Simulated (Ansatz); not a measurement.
# Phonons of Al2V in the C11b ordering

Question: is the lattice of Al2V in the C11b ordering stable, and if so, what are its coupling constant and resistivity?

Program: Ansatz 0.2.0. Level of theory: DFT PBEsol, scalar-relativistic, plane waves, PAW. Results are calculated unless marked as measured.

The structure was built from a prototype and need not be the compound's stable phase.

### 1. Set-up

Symmetry: I4/mmm, No. 139, tetragonal system. The conventional cell has a = 3.152 Å, b = 3.152 Å, c = 9.457 Å, α = 90.00°, β = 90.00°, γ = 90.00°. Nearest to V lie 8 Al at 2.73 Å. Al has 4 V at 2.73 Å and 4 Al at 2.73 Å nearest. Farther neighbours are not listed.

### 2. Rough relaxation

The start is far from rest, so a relaxation with loose thresholds does the first part.

The input, input.yaml:

```yaml
crystal:
  lattice:
    - [3.15231, 0.0, 0.0]
    - [0.0, 3.15231, 0.0]
    - [1.57615, 1.57615, 4.72846]
  atoms:
    - { symbol: V, position: [0.0, 0.0, 0.0] }
    - { symbol: Al, position: [0.66666667, 0.66666667, 0.66666667] }
    - { symbol: Al, position: [0.33333333, 0.33333333, 0.33333333] }
kpoints:
  mp_grid: { grid: [6, 6, 6] }
hamiltonian:
  xc: pbesol
scf:
  occupations: { method: gaussian, width: 0.1 }
output:
  forces: true
  stress: true
  eigenvalues: true
relax:
  adjacent_minimum: "off"
  f_tol: 0.05
  max_steps: 80
  cell: { stress_tol: 0.5 }
```

Launch:

```bash
$ ansatz run input.yaml --threads 4 --pin off --max-ram 8192MiB --backend cpu --events-out ev --progress --plain --runs-dir out
```

Numbers of over 12 decimals in the logs are rounded to 6 here.

Log:

```text
The last accepted step is kept in <dir> (removed where the run ends without a failure and the disk answers)
Engine: ansatz 0.2.0, aarch64-unknown-linux-gnu
Pseudopotentials: kind: paw
Pseudopotential: V, paw, valence charge 13, recommended cutoff 420 eV (normal), V.paw.azcp
Pseudopotential: Al, paw, valence charge 3, recommended cutoff 420 eV (normal), Al.paw.azcp
Functional definition: PBEsol
  exchange = pbesol_x
  correlation = pbesol_c
Crystal: 3 atoms, lattice volume = 46.987 Å³
Basis set: ecut = 420 eV, 915 PW (Γ), exchange–correlation on 48×48×72 points (8 copies of the dense FFT grid, shifted against one another)
Bands: 14, of which v1, the nominal top of the filled ones, is band 10 counted from 1 (9 counted from 0)
Symmetry: 16 space group operations
Space group: I4/mmm (ITA 139), of the structure as read, at distance tolerance 3.6e-5 Å
k-points: 30 of 216
Non-local potential: V, projectors of the file, l = 0: 3, l = 1: 2, l = 2: 3, l = 3: 1
Non-local potential: Al, projectors of the file, l = 0: 2, l = 1: 2, l = 2: 1
PAW form: soft (Blöchl's): semilocal exchange-correlation on the pseudo side does not see the compensation charge
PAW frozen core: V, regenerated for the run's functional, and the local potential with it (the file was generated under x = pbe(κ = 0.804, μ = 0.219515), c = pbe(β = 0.066725))
PAW frozen core: Al, regenerated for the run's functional, and the local potential with it (the file was generated under x = pbe(κ = 0.804, μ = 0.219515), c = pbe(β = 0.066725))
PAW one-centre angular grid: V, 590 points (default); XC on 64 Gauss nodes
PAW one-centre angular grid: Al, 110 points (default); XC on 64 Gauss nodes
Initial density: superposition of atomic densities (neutral atoms: chi_scale 0, normalization atom), corrected by the library's trained network
Initial wavefunctions: pseudopotential atomic-orbital guess
Functional: x = pbesol(κ = 0.804, μ = 0.123457), c = pbesol(β = 0.046)
SCF iter   1: F=—  HF=-3934.382437 eV  |F-HF|=—  |Δ(HF+E_count)|=         —  Δρ=6.63e-3  dr2=2.33e-2  ethr=1.77e-3  ⟨swp⟩=4.9  Hψ=2149  notcnv=0
preconditioner: auto → Kerker (q_TF=auto, 2.346 Å⁻¹)  [metal: Δε(μ)=0.004 eV  Ē_g=5.063 eV  σ=0.100 eV  W_gap=0.02  n_scr=10 (ndim 8)  ℏωp=18.0 eV  f_vac=0.000  D(μ)=5.42/eV (n_scr^D=78)]
SCF iter   2: F=—  HF=-3934.377406 eV  |F-HF|=—  |Δ(HF+E_count)|=   5.03e-3  Δρ=2.50e-3  dr2=6.21e-3  ethr=1.23e-4  ⟨swp⟩=1.0  Hψ=660  notcnv=0
SCF iter   3: F=—  HF=-3934.376066 eV  |F-HF|=—  |Δ(HF+E_count)|=   1.34e-3  Δρ=9.03e-4  dr2=9.08e-4  ethr=3.27e-5  ⟨swp⟩=1.2  Hψ=439  notcnv=0
SCF iter   4: F=—  HF=-3934.375867 eV  |F-HF|=—  |Δ(HF+E_count)|=   1.99e-4  Δρ=1.40e-4  dr2=6.20e-6  ethr=4.78e-6  ⟨swp⟩=2.2  Hψ=535  notcnv=0
SCF iter   5: F=—  HF=-3934.375843 eV  |F-HF|=—  |Δ(HF+E_count)|=   2.31e-5  Δρ=4.25e-5  dr2=6.99e-7  ethr=3.26e-8  ⟨swp⟩=1.9  Hψ=566  notcnv=0
SCF iter   6: F=-3934.375843 eV  HF=-3934.375843 eV  |F-HF|=2.86e-8  |Δ(HF+E_count)|=   2.53e-7  Δρ=7.65e-6  dr2=3.56e-8  ethr=5.26e-10  ⟨swp⟩=4.9  Hψ=1620  notcnv=0
SCF 1 converged in 6 iterations: F = -3934.375843 eV  dr2 = 3.56e-8
  greatest PAW one-centre occupation: 0.999 electrons in one spin orbital (limit 2), on the V atom at site 0 (counted from 0), in its partial waves of l = 0
relax step   1: F+E_penalty+E_count = -3934.37584316 eV  Δ(F+E_penalty+E_count) = +0.000e0 eV  max|allowed force component| = 5.775e-1 eV/Å  Δτ_max = 0.0000 Å  P = -9.101 GPa  Ω = 46.987 Å³  (6 SCF iters, dr2 threshold 1.00e-7 eV, accepted)
Crystal: 3 atoms, lattice volume = 41.993 Å³
Basis set: ecut = 420 eV, 795 PW (Γ), exchange–correlation on 48×48×72 points (8 copies of the dense FFT grid, shifted against one another)
Initial density: handed on by an earlier stage of this run
Initial wavefunctions: those handed on with the density
iter 1 solved again at ethr=1.69e-3 eV; its pass at ethr=3.10e-3 eV (dr2=3.21e-1 eV) is discarded
SCF iter   1: F=—  HF=-3934.560785 eV  |F-HF|=—  |Δ(HF+E_count)|=         —  Δρ=1.54e-2  dr2=3.21e-1  ethr=1.69e-3  ⟨swp⟩=1.0  Hψ=2637  notcnv=0
preconditioner: auto → Kerker (q_TF=auto, 2.390 Å⁻¹)  [metal: Δε(μ)=0.005 eV  Ē_g=5.592 eV  σ=0.100 eV  W_gap=0.03  n_scr=10 (ndim 8)  ℏωp=19.0 eV  f_vac=0.000  D(μ)=4.63/eV (n_scr^D=62)]
SCF iter   2: F=—  HF=-3934.523927 eV  |F-HF|=—  |Δ(HF+E_count)|=   3.69e-2  Δρ=7.51e-3  dr2=9.18e-2  ethr=1.69e-3  ⟨swp⟩=1.0  Hψ=420  notcnv=0
SCF iter   3: F=—  HF=-3934.508025 eV  |F-HF|=—  |Δ(HF+E_count)|=   1.59e-2  Δρ=1.45e-3  dr2=6.37e-4  ethr=4.83e-4  ⟨swp⟩=1.5  Hψ=459  notcnv=0
SCF iter   4: F=—  HF=-3934.507921 eV  |F-HF|=—  |Δ(HF+E_count)|=   1.04e-4  Δρ=5.60e-4  dr2=1.01e-4  ethr=3.35e-6  ⟨swp⟩=2.2  Hψ=599  notcnv=0
SCF iter   5: F=—  HF=-3934.507890 eV  |F-HF|=—  |Δ(HF+E_count)|=   3.12e-5  Δρ=1.15e-4  dr2=6.03e-6  ethr=5.30e-7  ⟨swp⟩=1.4  Hψ=470  notcnv=0
SCF iter   6: F=-3934.507888 eV  HF=-3934.507888 eV  |F-HF|=2.19e-7  |Δ(HF+E_count)|=   1.96e-6  Δρ=2.25e-5  dr2=2.47e-7  ethr=1.58e-9  ⟨swp⟩=2.3  Hψ=1492  notcnv=0
SCF 2 converged in 6 iterations: F = -3934.507888 eV  dr2 = 2.47e-7
  greatest PAW one-centre occupation: 1.000 electrons in one spin orbital (limit 2), on the V atom at site 0 (counted from 0), in its partial waves of l = 0
relax step   2: F+E_penalty+E_count = -3934.50788797 eV  Δ(F+E_penalty+E_count) = -1.320e-1 eV  max|allowed force component| = 9.272e-2 eV/Å  Δτ_max = 0.0612 Å  P = +4.520 GPa  Ω = 41.993 Å³  energy of the carried Pulay correction = +1.607e-3 eV  (6 SCF iters, dr2 threshold 3.00e-7 eV, accepted)
Crystal: 3 atoms, lattice volume = 43.479 Å³
Basis set: ecut = 420 eV, 867 PW (Γ), exchange–correlation on 48×48×72 points (8 copies of the dense FFT grid, shifted against one another)
iter 1 solved again at ethr=1.07e-4 eV; its pass at ethr=3.10e-3 eV (dr2=2.03e-2 eV) is discarded
SCF iter   1: F=—  HF=-3934.531326 eV  |F-HF|=—  |Δ(HF+E_count)|=         —  Δρ=3.90e-3  dr2=1.87e-2  ethr=1.07e-4  ⟨swp⟩=1.0  Hψ=2557  notcnv=0
preconditioner: auto → Kerker (q_TF=auto, 2.377 Å⁻¹)  [metal: Δε(μ)=0.005 eV  Ē_g=5.426 eV  σ=0.100 eV  W_gap=0.03  n_scr=10 (ndim 8)  ℏωp=18.7 eV  f_vac=0.000  D(μ)=5.05/eV (n_scr^D=62)]
SCF iter   2: F=—  HF=-3934.528986 eV  |F-HF|=—  |Δ(HF+E_count)|=   2.34e-3  Δρ=2.02e-3  dr2=6.20e-3  ethr=9.87e-5  ⟨swp⟩=1.0  Hψ=420  notcnv=0
SCF iter   3: F=—  HF=-3934.527728 eV  |F-HF|=—  |Δ(HF+E_count)|=   1.26e-3  Δρ=3.54e-4  dr2=5.33e-5  ethr=3.27e-5  ⟨swp⟩=1.5  Hψ=478  notcnv=0
SCF iter   4: F=—  HF=-3934.527715 eV  |F-HF|=—  |Δ(HF+E_count)|=   1.35e-5  Δρ=1.47e-4  dr2=6.93e-6  ethr=2.80e-7  ⟨swp⟩=2.2  Hψ=544  notcnv=0
iter 5 did not close the SCF: its close was put off for the readings that it lacked (scf_convergence_deferred on its scf_iter line)
SCF iter   5: F=-3934.527712 eV  HF=-3934.527713 eV  |F-HF|=1.94e-7  |Δ(HF+E_count)|=   2.24e-6  Δρ=2.71e-5  dr2=2.94e-7  ethr=3.65e-8  ⟨swp⟩=1.4  Hψ=464  notcnv=0
SCF iter   6: F=-3934.527712 eV  HF=-3934.527712 eV  |F-HF|=1.09e-8  |Δ(HF+E_count)|=   1.19e-7  Δρ=5.18e-6  dr2=1.36e-8  ethr=1.55e-9  ⟨swp⟩=2.1  Hψ=1435  notcnv=0
SCF 3 converged in 6 iterations: F = -3934.527712 eV  dr2 = 1.36e-8
relax step   3: F+E_penalty+E_count = -3934.52771243 eV  Δ(F+E_penalty+E_count) = -1.982e-2 eV  max|allowed force component| = 5.495e-2 eV/Å  Δτ_max = 0.0086 Å  P = -0.379 GPa  Ω = 43.479 Å³  energy of the carried Pulay correction = +1.110e-3 eV  (6 SCF iters, dr2 threshold 3.00e-7 eV, accepted)
[...]
relax step   4: F+E_penalty+E_count = -3934.52949331 eV  Δ(F+E_penalty+E_count) = -1.781e-3 eV  max|allowed force component| = 1.196e-2 eV/Å  Δτ_max = 0.0043 Å  P = -0.050 GPa  Ω = 43.388 Å³  energy of the carried Pulay correction = +1.140e-3 eV  (6 SCF iters, dr2 threshold 3.00e-7 eV, accepted)
Initial wavefunctions: pseudopotential atomic-orbital guess (no wavefunctions were taken with the density)
iter 1 solved again at ethr=1.39e-7 eV; its pass at ethr=3.10e-3 eV (dr2=2.65e-5 eV) is discarded
SCF iter   1: F=—  HF=-3934.528705 eV  |F-HF|=—  |Δ(HF+E_count)|=         —  Δρ=8.11e-5  dr2=3.31e-7  ethr=1.39e-7  ⟨swp⟩=2.6  Hψ=3163  notcnv=0
preconditioner: auto → Kerker (q_TF=auto, 2.378 Å⁻¹)  [metal: Δε(μ)=0.019 eV  Ē_g=5.433 eV  σ=0.100 eV  W_gap=0.11  n_scr=10 (ndim 8)  ℏωp=18.7 eV  f_vac=0.000  D(μ)=5.20/eV (n_scr^D=62)]
SCF iter   2: F=—  HF=-3934.528699 eV  |F-HF|=—  |Δ(HF+E_count)|=   6.54e-6  Δρ=4.22e-5  dr2=1.03e-7  ethr=1.74e-9  ⟨swp⟩=2.0  Hψ=699  notcnv=0
iter 3 did not close the SCF: its close was put off for the readings that it lacked (scf_convergence_deferred on its scf_iter line)
SCF iter   3: F=-3934.528699 eV  HF=-3934.528699 eV  |F-HF|=1.08e-9  |Δ(HF+E_count)|=   1.06e-7  Δρ=4.58e-6  dr2=1.92e-9  ethr=5.42e-10  ⟨swp⟩=2.1  Hψ=690  notcnv=0
iter 4 did not close the SCF: its close was put off for the readings that it lacked (scf_convergence_deferred on its scf_iter line)
SCF iter   4: F=-3934.528699 eV  HF=-3934.528699 eV  |F-HF|=2.21e-10  |Δ(HF+E_count)|=   1.72e-9  Δρ=1.02e-6  dr2=4.54e-10  ethr=1.01e-11  ⟨swp⟩=2.2  Hψ=564  notcnv=0
iter 5 did not close the SCF: its close was put off for the readings that it lacked (scf_convergence_deferred on its scf_iter line)
SCF iter   5: F=-3934.528699 eV  HF=-3934.528699 eV  |F-HF|=1.41e-11  |Δ(HF+E_count)|=  3.23e-11  Δρ=2.50e-7  dr2=2.03e-11  ethr=2.39e-12  ⟨swp⟩=1.0  Hψ=420  notcnv=0
SCF iter   6: F=-3934.528699 eV  HF=-3934.528699 eV  |F-HF|=9.09e-13  |Δ(HF+E_count)|=  3.18e-12  Δρ=4.74e-8  dr2=6.51e-13  ethr=1.00e-12  ⟨swp⟩=1.2  Hψ=969  notcnv=0
SCF 5 converged in 6 iterations: F = -3934.528699 eV  dr2 = 6.51e-13
relax step   5: F+E_penalty+E_count = -3934.52869861 eV  Δ(F+E_penalty+E_count) = +7.947e-4 eV  max|allowed force component| = 1.188e-2 eV/Å  Δτ_max = 0.0000 Å  P = -0.075 GPa  Ω = 43.388 Å³  stress off target by 3.11e-1 GPa  SCF on the basis re-selected at this cell (its energy is not comparable with the rows above)  (6 SCF iters)
basis re-selected at this cell: Δ(F+E_penalty+E_count) = +7.947e-4 eV, ΔP = -0.024 GPa vs the last step (what re-selecting the basis moved, of the pressure what is left beyond the Pulay correction that the steps carried, after the strain that the cell walked since its last selection, with what the two solves' SCF thresholds leave and, on support functions, any second-order correction that the steps lacked; it is no m [...]
SCF converged after 6 iterations
Free energy (F): -3934.528699 eV
Harris-Foulkes:  -3934.528699 eV  (|F-HF|=9.09e-13)
Internal energy: -3934.502713 eV  (E = F + TS)
E sigma→0 (E₀):  -3934.515706 eV
Entropy (-TS):   -0.025985 eV (-8.662 meV/atom)
Fermi energy:    10.995438 eV
--- Per-component energies (eV) ---
  E_band       = -179.231526
  E_kinetic    = 384.498290
  E_local      = -1519.641577  (includes V_loc(G=0)·N_el)
  E_nonlocal   = -22.298620
  E_hartree    = 704.130155
  E_xc         = -209.271610
  E_vxc        = -224.392981  (∫ρ·V_xc dr)
  E_paw        = -1996.718802  (= ΣΔE_a)
  E_vpaw       = -205.657198  (= ΣTr[D̂ρ^β])
  E_aug_tail   = 0.000250  (compensation charges beyond the density's cutoff)
  E_ewald      = -1275.388756
  E_core_change = 0.187957  (= ΣΔE_core)
  E_smearing   = -0.025985  (= −TS)
  E_closure    = 0.000000  (closes the sum)
  Σ components = -3934.528699   (vs F -3934.528699, Δ=0.00e0)
--- Forces (eV/Å), atoms counted from 1 ---
  atom   1  V     -0.00000000     0.00000000     0.00000000
  atom   2  Al    -0.00000001    -0.00000001     0.01188002
  atom   3  Al     0.00000001     0.00000001    -0.01188002
  max |Σ_I F_I| component: 0.00e0 eV/Å
--- Stress (GPa, compression-positive) ---
       -0.267392       0.000000      -0.000000
        0.000000      -0.267392      -0.000000
       -0.000000      -0.000000       0.311040
  P = ⅓ Tr σ = -0.0746 GPa (-0.746 kbar)
--- Band table (eV; the first three rows and the last of 30) ---
  k-point 0: bands = [... 6 lower, 7.5951, 9.7407, 11.3543, 11.3543, 12.4549, 13.0093, 16.3665, 17.2565]
  k-point 1: bands = [... 6 lower, 8.7541, 9.7098, 11.4147, 11.4147, 12.4567, 13.2371, 16.4623, 16.4623]
  k-point 2: bands = [... 6 lower, 9.6503, 9.7369, 11.5478, 11.5478, 12.4603, 14.0230, 15.6732, 15.6732]
  k-point 29: bands = [... 6 lower, 7.9419, 9.1522, 9.7648, 10.5055, 10.6348, 13.1538, 13.3563, 13.5953]
--- Relaxed structure (4 steps of the walk, 4 accepted, 1 SCFs on fresh bases) ---
  F+E_penalty+E_count = -3934.52869861 eV   max|allowed force component| = 1.188e-2 eV/Å   (the final SCF, on the basis selected at the relaxed cell)
  cell:  # Å, volume = 43.3884 Å³
    - [3.037402, -4.245236345914389e-13, 1.6059151872351345e-6]
    - [-4.2452363459383746e-13, 3.037402, 1.6059151872396723e-6]
    - [1.518699, 1.518699, 4.702939]
  atoms:
    - { symbol: V, position: [0, 0, 0] }
    - { symbol: Al, position: [0.660650, 0.660650, 0.678701] }
    - { symbol: Al, position: [0.339350, 0.339350, 0.321299] }
```

Wall time 1.9 s (4 threads of Arm Neoverse V2, shared host); peak memory 0.33 GiB; 6.2 s of CPU time.

This run has no spin polarisation, although V can carry a moment.

The steps of the relaxation:

```tsv
step	energy less that of the first step (eV)	largest force component (eV/Å)	pressure (GPa)	volume (Å³)
1	0.0000	0.5775	-9.10	46.99
2	-0.1320	0.0927	4.52	41.99
3	-0.1519	0.0550	-0.38	43.48
4	-0.1537	0.0120	-0.05	43.39
5*	-0.1529	0.0119	-0.07	43.39
```

Relaxation steps marked * repeat the geometry before them on a plane-wave basis chosen anew for their cell, so energy and pressure can jump there.

The run keeps the 16 symmetry operations that it works with, so distortions that break them were not tested.

```tsv
conventional cell, symmetrised	before	after	change
a (Å)	3.152	3.037	-3.6 %
b (Å)	3.152	3.037	-3.6 %
c (Å)	9.457	9.406	-0.5 %
volume (Å³/atom)	15.66	14.46	-7.7 %
```

The atoms that moved most (Å, as changes of fractional coordinates times the final cell):

```tsv
atom	dx	dy	dz	length
Al2	0.000	0.000	0.057	0.057
Al3	0.000	0.000	-0.057	0.057
```

The relaxed structure:

```xyz
3
Lattice="3.0374 0.0000 0.0000 0.0000 3.0374 0.0000 1.5187 1.5187 4.7029" Properties=species:S:1:pos:R:3 pbc="T T T"
V     0.0000    0.0000    0.0000
Al    3.0374    3.0374    3.1919
Al    1.5187    1.5187    1.5111
```

This step gave:

```
pressure          : -0.07458 GPa
volume per atom   : 14.46 Å³
metallic on mesh  : yes
gap on the k-mesh : 0 eV
```

The largest force is now 0.012 eV/Å and the largest stress component 0.31 GPa.

[end of part 1 of 3]

[Logs are printed without paths, hosts, clocks, repeated set-up lines and the standing remarks that a program may print on its own settings, such as how far it seeks lower states.]

[Hosts, paths, dates, database ids (printed as entryN), source tags and the programs' standing remarks are cut or masked in the printed files.]
